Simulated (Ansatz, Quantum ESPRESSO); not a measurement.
# ZnGeS3 (Pm-3m): zone-centre phonons, part 3 of 3

Which modes does ZnGeS3 (Pm-3m) have at the zone centre?

Quantum ESPRESSO 8.0 development, patched; DFT LDA, scalar-relativistic, plane waves, PseudoDojo norm-conserving pseudopotentials.

So far. Step 5 (Linear response at Γ): The acoustic modes at Γ come out as far as 1.2 cm⁻¹ from zero, where they should vanish, a small numerical error. The lowest optical mode is imaginary, 192i cm⁻¹, an instability at this level and on this k mesh. Step 6 (Modes with the sum rule): The rule moves no optical mode by more than 0.1 cm⁻¹.

The structure was built from a prototype and need not be the compound's stable phase.

## Step 9: A second program

A second program on the same cell, potentials, cutoff and meshes tests the implementation of the phonon response, not its convergence. Its k mesh is centred on Γ.

This step: DFT LDA, scalar-relativistic, plane waves, PseudoDojo norm-conserving pseudopotentials (Ansatz 0.2.0).

File input.yaml:

```yaml
crystal:
  lattice:
    - [4.592250568, 0.0, 0.0]
    - [0.0, 4.592250568, 0.0]
    - [0.0, 0.0, 4.592250568]
  atoms:
    - { symbol: Zn, position: [0.0, 0.0, 0.0] }
    - { symbol: Ge, position: [0.5, 0.5, 0.5] }
    - { symbol: S, position: [0.5, 0.5, 0.0] }
    - { symbol: S, position: [0.5, 0.0, 0.5] }
    - { symbol: S, position: [0.0, 0.5, 0.5] }
kpoints:
  mp_grid: { grid: [8, 8, 8] }
hamiltonian:
  xc: lda
  pseudopotentials: { kind: nc, accuracy: standard }
scf:
  occupations: { method: cold, width: 0.27211 }
output:
  eigenvalues: true
basis:
  ecutwfc: 1142.878
phonons:
  method: dfpt
```

Started as:

```console
> ansatz run input.yaml --threads 4 --pin off --max-ram 16384MiB --backend cpu --events-out ev --progress --plain --runs-dir out
```

The program printed:

```text
Warning: basis.ecutwfc = 1142.878 eV is below the records' recommended 1142.878222 eV, and the density's cutoff is lower with it unless basis.ecutrho_ratio is high enough to keep the records' density cutoff: compare with a run at a higher cutoff
zone centre: on kpoints.mp_grid the ground state, and the responses unless they are solved on pairs of k-points, stand on 125 of the mesh's 512 k-points, reduced under 8 symmetry operations, with k and −k counted as one. Each operation leaves every solved displacement unchanged or reverses it
Engine: ansatz 0.2.0, x86_64-unknown-linux-gnu
Pseudopotentials: kind: nc
Pseudopotential: Zn, nc, valence charge 20, recommended cutoff 1142.878222 eV (normal), Zn.nc.azcp (PseudoDojo's, or run here from an input of PseudoDojo's; its table is named by hamiltonian.pseudopotentials.accuracy)
Pseudopotential: Ge, nc, valence charge 14, recommended cutoff 1061.244064 eV (normal), Ge.nc.azcp (PseudoDojo's, or run here from an input of PseudoDojo's; its table is named by hamiltonian.pseudopotentials.accuracy)
Pseudopotential: S, nc, valence charge 6, recommended cutoff 734.707429 eV (normal), S.nc.azcp (PseudoDojo's, or run here from an input of PseudoDojo's; its table is named by hamiltonian.pseudopotentials.accuracy)
Functional definition: SPW92
  exchange = slater_x
  correlation = pw_c
Crystal: 5 atoms, lattice volume = 96.845 Å³
Basis set: ecut = 1142.878 eV, 8409 PW (Γ), exchange–correlation on 108×108×108 points (8 copies of the dense FFT grid, shifted against one another)
Bands: 32, of which v1, the nominal top of the filled ones, is band 26 counted from 1 (25 counted from 0)
Symmetry: 48 space group operations
k-points: 125 of 512 (irreducible under 8 space group operations)
Non-local potential: Zn, projectors of the file, l = 0: 2, l = 1: 2, l = 2: 2
Non-local potential: Ge, projectors of the file, l = 0: 2, l = 1: 2, l = 2: 2
Non-local potential: S, projectors of the file, l = 0: 2, l = 1: 2, l = 2: 2
Initial density: superposition of atomic densities (chi_scale 0.1, normalization cell, long waves kept (reshape's long-wave potential 0.04 eV rms))
Initial wavefunctions: pseudopotential atomic-orbital guess
Functional: x = slater, c = lda
SCF iter   1: F=—  HF=-9014.720100 eV  |F-HF|=—  |Δ(HF+E_count)|=         —  Δρ=6.06e-2  dr2=3.00e0  ethr=3.10e-3  ⟨swp⟩=7.1  Hψ=18170  notcnv=0
preconditioner: auto → Kerker (q_TF=auto, 2.460 Å⁻¹)  [metal: Δε(μ)=0.015 eV  Ē_g=14.283 eV  σ=0.272 eV  W_gap=0.04  n_scr=26 (ndim 8)  ℏωp=25.0 eV  f_vac=0.000  D(μ)=3.90/eV (n_scr^D=26)]
SCF iter   2: F=—  HF=-9013.883501 eV  |F-HF|=—  |Δ(HF+E_count)|=   8.37e-1  S|Δr|=    0.00e0  Δρ=1.87e-2  dr2=3.48e-1  ethr=3.10e-3  ⟨swp⟩=2.9  Hψ=8956  notcnv=0  defer=86
SCF iter   3: F=—  HF=-9013.785327 eV  |F-HF|=—  |Δ(HF+E_count)|=   9.82e-2  S|Δr|=    0.00e0  Δρ=6.46e-3  dr2=3.39e-2  ethr=6.70e-4  ⟨swp⟩=2.0  Hψ=5097  notcnv=0  defer=86
SCF iter   4: F=—  HF=-9013.776151 eV  |F-HF|=—  |Δ(HF+E_count)|=   9.18e-3  S|Δr|=    0.00e0  Δρ=7.95e-4  dr2=5.09e-4  ethr=6.52e-5  ⟨swp⟩=2.5  Hψ=7084  notcnv=0  defer=98
SCF iter   5: F=—  HF=-9013.776085 eV  |F-HF|=—  |Δ(HF+E_count)|=   6.63e-5  S|Δr|=    0.00e0  Δρ=2.55e-4  dr2=6.49e-5  ethr=9.78e-7  ⟨swp⟩=2.4  Hψ=7159  notcnv=0  defer=98
SCF iter   6: F=—  HF=-9013.776091 eV  |F-HF|=—  |Δ(HF+E_count)|=   6.34e-6  S|Δr|=    0.00e0  Δρ=8.19e-5  dr2=6.30e-6  ethr=1.25e-7  ⟨swp⟩=2.6  Hψ=6895  notcnv=0  defer=98
SCF iter   7: F=—  HF=-9013.776093 eV  |F-HF|=—  |Δ(HF+E_count)|=   2.16e-6  S|Δr|=    0.00e0  Δρ=1.88e-5  dr2=4.09e-7  ethr=1.21e-8  ⟨swp⟩=2.3  Hψ=7076  notcnv=0  defer=98
SCF iter   8: F=—  HF=-9013.776365 eV  |F-HF|=—  |Δ(HF+E_count)|=   2.72e-4  S|Δr|=    0.00e0  Δρ=3.84e-6  dr2=9.26e-9  ethr=7.86e-10  ⟨swp⟩=2.1  Hψ=4783  notcnv=0  defer=98
SCF iter   9: F=—  HF=-9013.776365 eV  |F-HF|=—  |Δ(HF+E_count)|=   3.86e-9  S|Δr|=    0.00e0  Δρ=5.43e-7  dr2=2.69e-10  ethr=1.78e-11  ⟨swp⟩=2.4  Hψ=6519  notcnv=0  defer=98
SCF iter  10: F=—  HF=-9013.776365 eV  |F-HF|=—  |Δ(HF+E_count)|=  1.09e-11  S|Δr|=    0.00e0  Δρ=1.27e-7  dr2=2.00e-11  ethr=1.00e-12  ⟨swp⟩=1.7  Hψ=5162  notcnv=0  defer=98
SCF iter  11: F=-9013.776365 eV  HF=-9013.776365 eV  |F-HF|=7.28e-12  |Δ(HF+E_count)|=  3.64e-12  S|Δr|=    0.00e0  Δρ=2.15e-8  dr2=2.77e-13  ethr=1.00e-12  ⟨swp⟩=13.2  Hψ=20749  notcnv=0
SCF 1 converged in 11 iterations: F = -9013.776365 eV  dr2 = 2.77e-13
DFPT response loops at Γ: preconditioner auto → Kerker (q_TF=auto, 2.460 Å⁻¹) (partly filled bands, converged f_vac=0.000); β = 1.00, the filter's whole step (`scf.mixing.beta` (0.50) is not read by the response loops under this deck's `scf.mixing.preconditioner`; to damp them name `kerker` or `kerker_dos`, under which they read `scf.mixing.beta`, and type it under 1.00, their step now; both keys bind the ground state too); Broyden in place of MSR1
SCF converged after 11 iterations
Stability not checked: this state was not tested for a lower state beside it, because cold or Methfessel-Paxton smearing, or corrected tetrahedra, fill the levels in a way that the test cannot read (fill_not_monotonic; see scf.lower_state_search)
Free energy (F): -9013.776365 eV
Harris-Foulkes:  -9013.776365 eV  (|F-HF|=7.28e-12)
Internal energy: -9013.777496 eV  (E = F + TS)
E sigma→0 (E₀):  -9013.776742 eV
Entropy (-TS):   0.001130 eV (0.226 meV/atom)
Fermi energy:    7.378349 eV
--- Per-component energies (eV) ---
  E_band       = -783.027386
  E_kinetic    = 4654.379556
  E_local      = -8352.132039  (includes V_loc(G=0)·N_el)
  E_nonlocal   = -2449.770974
  E_hartree    = 3344.029380
  E_xc         = -1443.903987
  E_vxc        = -1323.562669  (∫ρ·V_xc dr)
  E_ewald      = -4766.379432
  E_smearing   = 0.001130  (= −TS)
  E_closure    = 0.000000  (closes the sum)
  Σ components = -9013.776365   (vs F -9013.776365, Δ=0.00e0)
--- Band table (eV; the first three rows and the last of 125) ---
  k-point 0: bands = [... 22 lower, 6.5642, 6.5642, 6.5784, 6.5784, 6.5784, 6.8362, 13.0479, 13.0479, ... 2 higher]
  k-point 1: bands = [... 22 lower, 6.3690, 6.3690, 6.4758, 6.6019, 6.6019, 7.8151, 13.1071, 13.2756, ... 2 higher]
  k-point 2: bands = [... 22 lower, 5.9163, 5.9163, 6.2783, 6.6775, 6.6775, 8.8638, 12.3448, 13.2661, ... 2 higher]
  k-point 124: bands = [... 22 lower, 6.3678, 6.3678, 8.1622, 8.1622, 8.1622, 10.2322, 10.2322, 10.2322, ... 2 higher]
--- Phonons (Γ-DFPT): 4 representative perturbations + reference, on 125 of 512 k-points (Σ response iterations 14) ---
  k mesh reduced under 8 symmetry operations, with k and −k counted as one. Each operation leaves every solved displacement unchanged or reverses it
  ASR residual: 7.297e-5 → 0.000e0 eV/Å²; symmetrization residual: 6.178e-5 eV/Å²
  ASR residual per site (eV/Å²): 1.64e-5 7.30e-5 4.06e-5 4.06e-5 4.06e-5
  Γ frequencies (cm⁻¹): -191.79 -191.79 -191.79 -145.57 -145.57 -145.57 -61.93 -61.93 -61.93 0.00 0.00 0.00 361.92 361.92 361.92
  non-analytic LO–TO correction: not included (Born effective charges unavailable; polar crystals: no LO–TO splitting at Γ)
```

It took 2 min on 4 threads of Intel Xeon Platinum 8488C (Sapphire Rapids), shared host; peak memory 4.5 GiB; 7.8 min of CPU time.

Numbers from this step:

```
sum-rule residual before enforcement : 7.30e-5 eV/Å²
```

## Step 10: The two compared: QE PseudoDojo and Ansatz, PseudoDojo

Worked out from the results:

| Quantity | Value |
| --- | --- |
| root-mean-square difference | 0.02 cm⁻¹ |
| largest difference | 0.02 cm⁻¹ |

At the zone centre the largest difference (acoustic modes at Γ apart) is 0.006 % of the highest mode.

## Step 11: Summary of results

- space group after relaxation: Pm-3m
- volume per atom: 19.4 Å³
- highest optical zone-centre mode (no LO-TO term): 361.9 cm⁻¹
- lowest optical zone-centre mode: -191.8 cm⁻¹
- imaginary optical modes at the zone centre (no q mesh in this session): yes
- largest difference from Ansatz, PseudoDojo: 0.02 cm⁻¹

**Reading.** At the LDA level the optical modes of ZnGeS3 (Pm-3m) at the zone centre run from 192i to 362 cm⁻¹, so the structure is a saddle point, with 9 modes beyond 10i cm⁻¹ there. Of the 12 optical modes, 3 are silent and 9 are infrared active alone. QE PseudoDojo and Ansatz, PseudoDojo agree to 0.02 cm⁻¹ (0.006 % of the highest mode compared) on all solved modes but the acoustic ones at Γ, without the LO-TO term. These are harmonic frequencies at zero temperature: anharmonic shifts and linewidths and thermal expansion are left out. In a metal the frequencies hang on the k mesh and the smearing, most of all near Kohn anomalies. The build is a development version in which the Raman tensors of release 7.5 are mended; dynmat.x leaves out the electro-optic term of LO lines. The structure is a hypothetical one, built on a prototype.

[Host names and launcher messages were left out of these logs when they were recorded.]

[Logs are printed without paths, hosts, clocks, repeated set-up lines and the standing remarks that a program may print on its own settings, such as how far it seeks lower states.]

[Hosts, paths, dates, database ids (printed as entryN), source tags and the programs' standing remarks are cut or masked in the printed files.]
